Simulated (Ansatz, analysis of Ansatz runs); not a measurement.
## A hop of S in Y4S3N2 (C2/m), charge +2

Aim: the barrier of one jump in Y4S3N2 (C2/m) at charge +2: V_S hop (3.8 Å). The model is a cell of 54 host atoms with 1 S taken out; S is the atom that moves.

Calculated with Ansatz 0.2.0; plane-wave PAW DFT, PBEsol; nudged elastic band between two relaxed defect structures at fixed charge in a uniform background.

Most raw output is cut from this account.

### Step 1. Set-up

The cell holds 53 atoms: 24 Y, 17 S and 12 N. Cell: a = 12.778 Å, b = 11.374 Å, c = 9.763 Å, α = 90.0°, β = 128.5°, γ = 90.0°. It derives from Y4S3N2 (space group C2/m). Nearest the centre at fractional (0.500, 0.667, 0.000): S45 at 1.90 Å, Y40 at 2.02 Å, Y43 at 2.02 Å, N52 at 2.78 Å, N51 at 2.78 Å, S49 at 3.29 Å, S46 at 3.29 Å, Y22 at 3.42 Å. The cell carries charge +2.

Structure file:

```xyz
53
Lattice="12.7781 0.0000 -0.0248 0.0000 11.3745 0.0000 -6.0606 0.0000 7.6537" Properties=species:S:1:pos:R:3 pbc="T T T"
Y    -0.6153    1.8957    4.9602
Y     5.7738    0.0000    4.9478
Y     0.9438    0.0000    2.6811
Y     7.3328    1.8957    2.6687
Y     4.6955    0.0000    1.0893
Y    11.0845    1.8957    1.0769
Y    -4.3670    1.8957    6.5520
Y     2.0220    0.0000    6.5396
S     0.0000    0.0000    0.0000
S     6.3891    1.8957   -0.0124
S    -2.5264    0.0000    5.9982
S     3.8626    1.8957    5.9858
S     2.8549    1.8957    1.6431
S     9.2440    0.0000    1.6307
N    -0.3467    1.8957    2.7567
N     6.0423    0.0000    2.7443
N     0.6752    0.0000    4.8846
N     7.0643    1.8957    4.8722
Y    -0.6153    5.6872    4.9602
Y     5.7738    3.7915    4.9478
Y     0.9438    3.7915    2.6811
Y     7.3328    5.6872    2.6687
Y     4.6955    3.7915    1.0893
Y    11.0845    5.6872    1.0769
Y    -4.3670    5.6872    6.5520
Y     2.0220    3.7915    6.5396
S     0.0000    3.7915    0.0000
S    -2.5264    3.7915    5.9982
S     3.8626    5.6872    5.9858
S     2.8549    5.6872    1.6431
S     9.2440    3.7915    1.6307
N    -0.3467    5.6872    2.7567
N     6.0423    3.7915    2.7443
N     0.6752    3.7915    4.8846
N     7.0643    5.6872    4.8722
Y    -0.6153    9.4787    4.9602
Y     5.7738    7.5830    4.9478
Y     0.9438    7.5830    2.6811
Y     7.3328    9.4787    2.6687
Y     4.6955    7.5830    1.0893
Y    11.0845    9.4787    1.0769
Y    -4.3670    9.4787    6.5520
Y     2.0220    7.5830    6.5396
S     0.0000    7.5830    0.0000
S     6.3891    9.4787   -0.0124
S    -2.5264    7.5830    5.9982
S     3.8626    9.4787    5.9858
S     2.8549    9.4787    1.6431
S     9.2440    7.5830    1.6307
N    -0.3467    9.4787    2.7567
N     6.0423    7.5830    2.7443
N     0.6752    7.5830    4.8846
N     7.0643    9.4787    4.8722
```

The cell's shortest repeat is 9.8 Å.

### Step 2. Relaxation of the start point, charge +2

A barrier is counted from a minimum, so both ends are relaxed first. Small random displacements break the symmetry of the ideal sites, so that the defect can distort if it gains by it. The charge of +2 is set by the electron count, and a uniform background keeps the cell neutral.

qp2.start/input.yaml reads:

```yaml
crystal:
  lattice:
    - [12.77813411, 0.0, -0.02476517]
    - [0.0, 11.37446657, 0.0]
    - [-6.06062451, 0.0, 7.65368011]
  atoms:
    - { symbol: "Y", position: [0.25962613, 0.16666667, 0.64891759] }
    - { symbol: "Y", position: [0.75962613, 0.0, 0.64891759] }
    - { symbol: "Y", position: [0.24037387, 0.0, 0.35108241] }
    - { symbol: "Y", position: [0.74037387, 0.16666667, 0.35108241] }
    - { symbol: "Y", position: [0.43563346, 0.0, 0.14373378] }
    - { symbol: "Y", position: [0.93563346, 0.16666667, 0.14373378] }
    - { symbol: "Y", position: [0.06436654, 0.16666667, 0.85626622] }
    - { symbol: "Y", position: [0.56436654, 0.0, 0.85626622] }
    - { symbol: S, position: [0.0, 0.0, 0.0] }
    - { symbol: S, position: [0.5, 0.16666667, 0.0] }
    - { symbol: S, position: [0.17425595, 0.0, 0.78426088] }
    - { symbol: S, position: [0.67425595, 0.16666667, 0.78426088] }
    - { symbol: S, position: [0.32574405, 0.16666667, 0.21573912] }
    - { symbol: S, position: [0.82574405, 0.0, 0.21573912] }
    - { symbol: "N", position: [0.14391518, 0.16666667, 0.36064226] }
    - { symbol: "N", position: [0.64391518, 0.0, 0.36064226] }
    - { symbol: "N", position: [0.35608482, 0.0, 0.63935774] }
    - { symbol: "N", position: [0.85608482, 0.16666667, 0.63935774] }
    - { symbol: "Y", position: [0.25962613, 0.5, 0.64891759] }
    - { symbol: "Y", position: [0.75962613, 0.33333333, 0.64891759] }
    - { symbol: "Y", position: [0.24037387, 0.33333333, 0.35108241] }
    - { symbol: "Y", position: [0.74037387, 0.5, 0.35108241] }
    - { symbol: "Y", position: [0.43563346, 0.33333333, 0.14373378] }
    - { symbol: "Y", position: [0.93563346, 0.5, 0.14373378] }
    - { symbol: "Y", position: [0.06436654, 0.5, 0.85626622] }
    - { symbol: "Y", position: [0.56436654, 0.33333333, 0.85626622] }
    - { symbol: S, position: [0.0, 0.33333333, 0.0] }
    - { symbol: S, position: [0.17425595, 0.33333333, 0.78426088] }
    - { symbol: S, position: [0.67425595, 0.5, 0.78426088] }
    - { symbol: S, position: [0.32574405, 0.5, 0.21573912] }
    - { symbol: S, position: [0.82574405, 0.33333333, 0.21573912] }
    - { symbol: "N", position: [0.14391518, 0.5, 0.36064226] }
    - { symbol: "N", position: [0.64391518, 0.33333333, 0.36064226] }
    - { symbol: "N", position: [0.35608482, 0.33333333, 0.63935774] }
    - { symbol: "N", position: [0.85608482, 0.5, 0.63935774] }
    - { symbol: "Y", position: [0.25962613, 0.83333333, 0.64891759] }
    - { symbol: "Y", position: [0.75962613, 0.66666667, 0.64891759] }
    - { symbol: "Y", position: [0.24037387, 0.66666667, 0.35108241] }
    - { symbol: "Y", position: [0.74037387, 0.83333333, 0.35108241] }
    - { symbol: "Y", position: [0.43563346, 0.66666667, 0.14373378] }
    - { symbol: "Y", position: [0.93563346, 0.83333333, 0.14373378] }
    - { symbol: "Y", position: [0.06436654, 0.83333333, 0.85626622] }
    - { symbol: "Y", position: [0.56436654, 0.66666667, 0.85626622] }
    - { symbol: S, position: [0.0, 0.66666667, 0.0] }
    - { symbol: S, position: [0.5, 0.83333333, 0.0] }
    - { symbol: S, position: [0.17425595, 0.66666667, 0.78426088] }
    - { symbol: S, position: [0.67425595, 0.83333333, 0.78426088] }
    - { symbol: S, position: [0.32574405, 0.83333333, 0.21573912] }
    - { symbol: S, position: [0.82574405, 0.66666667, 0.21573912] }
    - { symbol: "N", position: [0.14391518, 0.83333333, 0.36064226] }
    - { symbol: "N", position: [0.64391518, 0.66666667, 0.36064226] }
    - { symbol: "N", position: [0.35608482, 0.66666667, 0.63935774] }
    - { symbol: "N", position: [0.85608482, 0.83333333, 0.63935774] }
total_charge: 2
basis:
  ecutwfc: 420
  xc_grid: 2
hamiltonian:
  xc: pbesol
kpoints:
  mp_grid: { grid: [1, 1, 1], shift: [0.25, 0.25, 0.25] }
scf:
  occupations: { method: fixed }
  max_iter: 100
output:
  forces: true
relax:
  f_tol: 0.02
  max_steps: 70
  random_displacement: { amplitude: 0.03, seed: 5947 }
```

On the command line:

```bash
$ ansatz run input.yaml --threads 32 --pin off --max-ram 84787MiB --backend cuda --events-out ev --progress --plain --runs-dir out --max-vram 78GiB
```

Elapsed: 2.9 s, on 1 × NVIDIA GB200 with 32 threads of Arm Neoverse V2, shared host; peak memory 1.4 GiB.

The steps of the relaxation:

```csv
step,energy less that of the first step (eV),largest force component (eV/Å)
1,0.0000,1.8839
2,-1.0176,0.5162
3,-1.1949,0.1195
4,-1.2183,0.0248
5,-1.2190,0.0105
```

The atoms that moved most (Å, from the sites as typed, ahead of the random displacement):

```csv
atom,dx,dy,dz,length
Y40,-0.127,0.097,0.086,0.181
Y23,-0.126,-0.099,0.083,0.180
Y26,0.126,-0.096,-0.085,0.180
Y43,0.125,0.098,-0.083,0.180
S46,0.043,-0.026,0.123,0.133
S31,-0.043,0.025,-0.122,0.132
S49,-0.039,-0.025,-0.117,0.126
S28,0.039,0.024,0.117,0.126
```

Neighbours of S45 at the end:

```csv
atom,distance (Å)
Y43,2.790
Y5,2.790
Y40,2.792
Y8,2.793
Y36,2.815
Y39,2.815
N52,3.316
N51,3.316
N16,3.348
N17,3.348
```

Read from the output:

| Quantity | Value |
| --- | --- |
| free energy | -110789.7118 eV |
| r.m.s. move of the farther half of the atoms | 0.05913 Å |
| largest move from the ideal geometry of this structure, a common shift of the far atoms taken out | 0.1820 Å |

The relaxation gained 1.219 eV and ended with a largest force component of 0.010 eV/Å.

### Step 3. Relaxation of the end point, charge +2

The end point is relaxed in the same cell and settings, so that the two energies compare. Atoms more than 3.2 Å from the middle of the hop start where the first relaxation left them, the nearer ones on or close to their ideal places, with small random displacements.

qp2.end/input.yaml reads:

```yaml
crystal:
  lattice:
    - [12.77813411, 0.0, -0.02476517]
    - [0.0, 11.37446657, 0.0]
    - [-6.06062451, 0.0, 7.65368011]
  atoms:
    - { symbol: "Y", position: [0.25962466, 0.16710144, 0.65440508] }
    - { symbol: "Y", position: [0.75928416, 8.704e-05, 0.6426302] }
    - { symbol: "Y", position: [0.24061242, -0.00015229, 0.35732431] }
    - { symbol: "Y", position: [0.74039549, 0.16678521, 0.34567783] }
    - { symbol: "Y", position: [0.43597296, -0.00025679, 0.14260919] }
    - { symbol: "Y", position: [0.93651412, 0.16637267, 0.14435364] }
    - { symbol: "Y", position: [0.06330937, 0.16639668, 0.85567412] }
    - { symbol: "Y", position: [0.56405819, 8.25e-05, 0.85738214] }
    - { symbol: S, position: [-3.362e-05, -8.514e-05, 2.22e-06] }
    - { symbol: S, position: [0.50008649, 0.17054468, 4.768e-05] }
    - { symbol: S, position: [0.17358287, -5.422e-05, 0.7847636] }
    - { symbol: S, position: [0.67010948, 0.16335607, 0.77189404] }
    - { symbol: S, position: [0.3303276, 0.16316677, 0.2286254] }
    - { symbol: S, position: [0.82652512, -0.00017588, 0.21534452] }
    - { symbol: "N", position: [0.14436056, 0.16855073, 0.36428681] }
    - { symbol: "N", position: [0.64511195, -0.00013299, 0.35477652] }
    - { symbol: "N", position: [0.35490056, -8.244e-05, 0.64522134] }
    - { symbol: "N", position: [0.85547971, 0.16865447, 0.63567771] }
    - { symbol: "Y", position: [0.2482545, 0.4999758, 0.63790461] }
    - { symbol: "Y", position: [0.75996845, 0.33327048, 0.6455698] }
    - { symbol: "Y", position: [0.24011937, 0.33289215, 0.35456782] }
    - { symbol: "Y", position: [0.7516745, 0.49976389, 0.36202478] }
    - { symbol: "Y", position: [0.4309301, 0.3245086, 0.15453405] }
    - { symbol: "Y", position: [0.93146801, 0.49981967, 0.13547005] }
    - { symbol: "Y", position: [0.0685744, 0.49997774, 0.86448337] }
    - { symbol: "Y", position: [0.56900766, 0.3248424, 0.8452065] }
    - { symbol: S, position: [0.00026167, 0.33246904, 0.00017327] }
    - { symbol: S, position: [0.18459044, 0.33533904, 0.79957413] }
    - { symbol: S, position: [0.67022132, 0.50003207, 0.77662421] }
    - { symbol: S, position: [0.32988347, 0.49984141, 0.22339241] }
    - { symbol: S, position: [0.81482547, 0.33548544, 0.19977246] }
    - { symbol: "N", position: [0.13983254, 0.49981263, 0.35763475] }
    - { symbol: "N", position: [0.64261424, 0.33940737, 0.35134446] }
    - { symbol: "N", position: [0.35736133, 0.33949484, 0.64870359] }
    - { symbol: "N", position: [0.86021161, 0.50003006, 0.64232033] }
    - { symbol: "Y", position: [0.25962069, 0.8329018, 0.65435797] }
    - { symbol: "Y", position: [0.75998298, 0.6670874, 0.64547209] }
    - { symbol: "Y", position: [0.24007811, 0.66663368, 0.35447889] }
    - { symbol: "Y", position: [0.74042674, 0.83263571, 0.34558334] }
    - { symbol: "Y", position: [0.43563346, 0.66666667, 0.14373378] }
    - { symbol: "Y", position: [0.93666046, 0.83335414, 0.14431216] }
    - { symbol: "Y", position: [0.06346287, 0.83351768, 0.85565022] }
    - { symbol: "Y", position: [0.56436654, 0.66666667, 0.85626622] }
    - { symbol: S, position: [-0.00015459, 0.66735864, -0.00015183] }
    - { symbol: S, position: [0.5, 0.5, 0.0] }
    - { symbol: S, position: [0.18524948, 0.66430772, 0.80035444] }
    - { symbol: S, position: [0.66970325, 0.83664743, 0.77144806] }
    - { symbol: S, position: [0.33001157, 0.83658221, 0.22835151] }
    - { symbol: S, position: [0.81539833, 0.66433753, 0.20039025] }
    - { symbol: "N", position: [0.14447653, 0.83116689, 0.36434097] }
    - { symbol: "N", position: [0.64391518, 0.66666667, 0.36064226] }
    - { symbol: "N", position: [0.35608482, 0.66666667, 0.63935774] }
    - { symbol: "N", position: [0.85563232, 0.83139473, 0.63568346] }
total_charge: 2
basis:
  ecutwfc: 420
  xc_grid: 2
hamiltonian:
  xc: pbesol
kpoints:
  mp_grid: { grid: [1, 1, 1], shift: [0.25, 0.25, 0.25] }
scf:
  occupations: { method: fixed }
  max_iter: 100
output:
  forces: true
relax:
  f_tol: 0.02
  max_steps: 70
  random_displacement: { amplitude: 0.01, seed: 5947 }
```

Wall time 3.4 s (1 × NVIDIA GB200 with 32 threads); peak memory 1.5 GiB; 12 s of CPU time.

Relaxation path:

```csv
step,energy less that of the first step (eV),largest force component (eV/Å)
1,0.0000,1.5069
2,-1.4541,0.8789
3,-1.7065,0.1326
4,-1.7219,0.0407
5,-1.7237,0.0108
```

The atoms that moved most (Å, from the sites as typed, ahead of the random displacement):

```csv
atom,dx,dy,dz,length
Y5,-0.138,0.098,0.093,0.193
Y26,-0.138,0.097,0.094,0.193
Y23,0.137,0.097,-0.091,0.191
Y8,0.136,0.096,-0.090,0.189
Y43,0.126,-0.098,-0.085,0.181
Y40,-0.125,-0.100,0.082,0.180
Y19,0.045,0.006,0.126,0.134
Y39,0.044,0.006,0.126,0.134
```

Neighbours of S45 at the end:

```csv
atom,distance (Å)
Y26,2.790
Y40,2.790
Y43,2.792
Y23,2.793
Y22,2.814
Y19,2.815
N51,3.317
N52,3.317
N33,3.347
N34,3.348
```

This step gave:

```
free energy                                                                                       : -110789.7118 eV
r.m.s. move of the farther half of the atoms                                                      : 0.04702 Å
largest move from the ideal geometry of this structure, a common shift of the far atoms taken out : 0.1816 Å
```

The relaxation gained 1.724 eV and ended with a largest force component of 0.011 eV/Å. The end lies within 1 meV of the start.

[end of part 1 of 3]

[Logs are printed without paths, hosts, clocks, repeated set-up lines and the standing remarks that a program may print on its own settings, such as how far it seeks lower states.]

[Hosts, paths, dates, database ids (printed as entryN), source tags and the programs' standing remarks are cut or masked in the printed files.]
